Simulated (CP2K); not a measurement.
Two runs for the N K edge of methylamine. Run A: CP2K XAS_TDP, all-electron GAPW, PBEh(45%), aug-cc-pVTZ, TDA, no relativity. Run B differs in one setting.

First lines with a strength over 0.0015. A:

| atom | energy (eV) | states | strength, one atom |
| --- | --- | --- | --- |
| N2 (bonded to C and 2 H) | 397.02 | 1 | 0.0086 |
|  | 397.99 | 1 | 0.0233 |
|  | 398.42 | 1 | 0.0032 |
|  | 398.87 | 1 | 0.0024 |
|  | 399.43 | 1 | 0.0048 |

B:

| atom | energy (eV) | states | strength, one atom |
| --- | --- | --- | --- |
| N2 (bonded to C and 2 H) | 401.22 | 1 | 0.0086 |
|  | 402.20 | 1 | 0.0230 |
|  | 402.62 | 1 | 0.0032 |
|  | 403.08 | 1 | 0.0024 |
|  | 403.64 | 1 | 0.0048 |

Q: Which was it: the basis, the functional, GW2X switched on, scalar relativity switched on?

GW2X switched on. GW2X shifts an atom's lines together and keeps their spacings. Against PBEh(45%) in aug-cc-pVTZ, the leading line moves by +4.20 eV, to 401.22 eV.

[Hosts, paths, dates, database ids (printed as entryN), source tags and the programs' standing remarks are cut or masked in the printed files.]
